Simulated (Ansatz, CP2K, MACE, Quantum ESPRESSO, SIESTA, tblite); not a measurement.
# Bulk modulus of rock-salt TiC, an end member of the NbC–TiC series (64 atoms) across programs

Aim: pressure against volume for rock-salt TiC, an end member of the NbC–TiC series (64 atoms), with plane waves as the reference.

Results are calculated, not measured.

## (1) Set-up

The cell holds 64 atoms (32 Ti and 32 C), with edges of 8.66, 8.66 and 8.66 Å. Recipe: rock-salt NbC, 2 x 2 x 2 conventional cells, 32 of 32 Nb sites given to Ti at random (x = 1.000), lattice by Vegard's rule (a = 4.328 Å); not relaxed, displaced by a Gaussian of 0.02 Å. Then the atoms were relaxed with MACE MP-0b3 medium in the fixed cell.

Bonds by pair of elements; cutoffs follow the first minimum of g(r), held within bounds set by covalent radii, and pairs that aren't listed don't count as bonded:

| pair A-B | cutoff (Å) | bonds | mean length (Å) | spread (Å) | shortest (Å) | B about A | A about B |
| --- | --- | --- | --- | --- | --- | --- | --- |
| C-Ti | 2.76 | 192 | 2.16 | 0.001 | 2.16 | 6 | 6 |

## (2) The reference input

Quantum ESPRESSO 7.5: Kohn-Sham DFT, PBE, SSSP efficiency 1.3.0 pseudopotentials, plane waves. Its input, pw.in, for the unchanged cell:

```
&control
  calculation = 'scf'
  pseudo_dir = './pseudo'
  outdir = './tmp'
  disk_io = 'none'
  tprnfor = .true.
  tstress = .true.
/
&system
  ibrav = 0
  nat = 64
  ntyp = 2
  ecutwfc = 60
  ecutrho = 480
  nosym = .true.
  occupations = 'smearing'
  smearing = 'fd'
  degauss = 0.003675
/
&electrons
  conv_thr = 3.2e-07
  electron_maxstep = 100
  mixing_beta = 0.2
  mixing_mode = 'local-TF'
  diagonalization = 'david'
/
ATOMIC_SPECIES
Ti 47.867 Ti.upf
C 12.011 C.upf
CELL_PARAMETERS angstrom
8.65600 0.00000 0.00000
0.00000 8.65600 0.00000
0.00000 0.00000 8.65600
ATOMIC_POSITIONS crystal
Ti 0.00020 0.00057 0.99961
C 0.25032 0.00036 0.99972
Ti 0.00009 0.25059 0.24955
C 0.25033 0.25037 0.24944
[... 58 atom lines left out ...]
Ti 0.75011 0.75057 0.49990
C 0.50017 0.75019 0.49994
K_POINTS gamma
```

```console
$ OMP_NUM_THREADS=1 mpirun -np 2 pw.x -in pw.in > output.txt
```

Wall time 2.9 min (2 MPI ranks of Arm Neoverse V2, shared host); peak memory 2.2 GiB.

It converged with an r.m.s. force component of 0.012 eV/Å and a pressure of -0.86 GPa.

## (3) Levels of theory

Every level solves the same cells as single points. CPU time is summed over a level's finished runs, on a host shared with the other runs, so it is rough; the force column is the median over cells of the r.m.s. difference of force components from the reference.

```
                level                      basis or training data  k-points  runs finished  CPU time  peak memory (GiB)  force difference (meV/Å)
              QE, PBE     plane waves, SSSP efficiency, 60/480 Ry         Γ         3 of 3    19 min                2.2                 reference
CP2K double zeta, PBE  DZVP-MOLOPT-SR, GTH-PBE potentials, 800 Ry         Γ         3 of 3    26 min                5.0                      0.40
      SIESTA DZP, PBE    DZP orbitals, shift 0.01 Ry, mesh 500 Ry         Γ         3 of 3    25 min                2.0                       2.1
      tblite GFN1-xTB  tight binding with its own dispersion term         Γ         3 of 3      14 s               0.13                       6.7
    MACE MP-0b2 small          trained on PBE(+U) plane-wave data         -         3 of 3      17 s                0.7                       5.3
   MACE MP-0b3 medium          trained on PBE(+U) plane-wave data         -         3 of 3      19 s                1.1                       5.3
```

The reference's own r.m.s. force component runs from 11 to 13 meV/Å over these cells. MACE MP-0b3 medium relaxed the atoms, so in the cells that it relaxed its own forces are small, and its entry isn't an independent test there.

## (4) Pressure against volume

The cell is scaled evenly with fractional positions held. The unchanged volume is 10.134 Å³ an atom. Pressures in GPa:

| level | -3 % | 0 | +3 % |
| --- | --- | --- | --- |
| QE, PBE | 7.00 | -0.86 | -7.53 |
| CP2K double zeta, PBE | 6.24 | -1.69 | -8.46 |
| SIESTA DZP, PBE | 4.85 | -2.76 | -9.32 |
| tblite GFN1-xTB | 7.94 | -0.39 | -7.45 |
| MACE MP-0b2 small | 9.49 | 0.72 | -6.77 |
| MACE MP-0b3 medium | 9.69 | 1.00 | -6.50 |

Energy less that of the unchanged cell at the same level, in meV an atom:

| level | -3 % | +3 % |
| --- | --- | --- |
| QE, PBE | 5.79 | 7.91 |
| CP2K double zeta, PBE | 4.12 | 9.80 |
| SIESTA DZP, PBE | 1.87 | 11.55 |
| tblite GFN1-xTB | 6.88 | 7.66 |
| MACE MP-0b2 small | 9.46 | 5.92 |
| MACE MP-0b3 medium | 9.94 | 5.39 |

## (5) Moduli

From the three volumes nearest the unchanged one: B from the slope of pressure against ln V and from the curvature of the energy, the pressure that the slope of the energy implies, and the volume change at which the printed pressure crosses zero (a dash if it doesn't within the range).

| level | B from pressures (GPa) | B from energies (GPa) | printed pressure (GPa) | pressure from energies (GPa) | zero pressure at (%) |
| --- | --- | --- | --- | --- | --- |
| QE, PBE | 242.1 | 240.7 | -0.86 | -0.56 | -0.3 |
| CP2K double zeta, PBE | 245.0 | 244.5 | -1.69 | -1.49 | -0.6 |
| SIESTA DZP, PBE | 236.2 | 235.8 | -2.76 | -2.55 | -1.1 |
| tblite GFN1-xTB | 256.6 | 255.3 | -0.39 | -0.21 | -0.1 |
| MACE MP-0b2 small | 270.9 | 270.3 | 0.72 | 0.93 | +0.3 |
| MACE MP-0b3 medium | 269.8 | 269.3 | 1.00 | 1.20 | +0.4 |

As a check by hand on the reference: from -3 to +3 % the pressure falls by 14.53 GPa while ln V grows by 0.0600, a ratio of 242.0 GPa.

## (6) What came out

The plane-wave reference (PBE) gives a bulk modulus of 242.1 GPa from its pressures, at a volume where its pressure is -0.86 GPa; that pressure crosses zero at -0.3 %. Other programs at PBE: CP2K double zeta, PBE 245.0 GPa (+1 %) and SIESTA DZP, PBE 236.2 GPa (-2 %); their pressures lie -1.90 to -0.83 GPa from the reference's. Learned potentials: MACE MP-0b2 small 270.9 GPa (+12 %) and MACE MP-0b3 medium 269.8 GPa (+11 %); their pressures lie +1.58 to +1.86 GPa from the reference's.

Tight binding: tblite GFN1-xTB 256.6 GPa (+6 %); its pressure lies +0.46 GPa from the reference's. The moduli are read at one volume but at unlike pressures, and a cell under tension is as a rule softer than one under compression. All slopes lie within 12 % of the reference's, while the pressures at one volume spread over 3.8 GPa, so the levels would settle at unlike volumes. Moduli from the energies run from 236 to 270 GPa, within 10 % of those from pressures.

Caveats: Atoms are held in fractional coordinates, so these moduli are upper bounds to relaxed ones. Three points at finite strain give rough moduli, at the given volume rather than at zero pressure. Pressures at a fixed plane-wave cutoff or in a small atom-centred basis hold some basis error. The reference samples only Γ, in a cell whose shortest periodic width is 9 Å. The reference isn't exact: its cutoffs and mesh weren't converged further here. SIESTA's automatically made basis is far from complete, and its potentials were converted by us (checked for H, C, O, Si, Ge and Ca alone). The learned potentials mimic data converged in k, so the sampling error of the reference's coarse mesh counts against them here, while programs on the same mesh share it. The reference has no spin polarisation, so local moments can't form. Where levels are smeared, the DFT runs use Fermi–Dirac occupations at 580 K (0.05 eV), and energies are free energies.

[Logs are printed without paths, hosts, clocks, repeated set-up lines and the standing remarks that a program may print on its own settings, such as how far it seeks lower states.]

[Hosts, paths, dates, database ids (printed as entryN), source tags and the programs' standing remarks are cut or masked in the printed files.]
